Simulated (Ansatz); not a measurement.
Rows from a G0W0 calculation on CO2 (Pa-3) (Ansatz 0.2.0; G0W0 on PBE, plane waves, PAW; PAW set soft_1; 2×2×2 mesh, 377 empty bands, screening to 300 eV, PAW set soft_1 files), in eV. Spin-orbit coupling is left out.

```
row  k  band   start       Σx  Σc at the solution      Vxc
  A  Γ    c2   6.307  -11.006              -3.277  -17.305
  B  Γ    v3  -1.878  -25.876               3.379  -20.414
  C  Γ    v1  -1.652  -26.225               3.353  -20.841
  D  Γ    c1   5.219   -6.469              -3.215  -11.259
```

Give the quasiparticle energies and the shift of each level.

The quasiparticle equation reads E = start + Σx + Σc(E) − Vxc.

```
row  E (eV)  shift (eV)
  A   9.329      +3.022
  B  -3.961      −2.083
  C  -3.683      −2.030
  D   6.794      +1.575
```

Limits: not at the basis limit; coarse k mesh.

[Paths, hosts, dates, memory and timing lines, banners, echoed tables and standing remarks are left out of the program output.]

[Logs are printed without paths, hosts, clocks, repeated set-up lines and the standing remarks that a program may print on its own settings, such as how far it seeks lower states.]

[Runs of the session that timed out or met a known fault of the program may be left out.]

[Cells called generated may have been cut or substituted from an entry of the Crystallography Open Database or the Materials Project.]

[Hosts, paths, dates, database ids (printed as entryN), source tags and the programs' standing remarks are cut or masked in the printed files.]
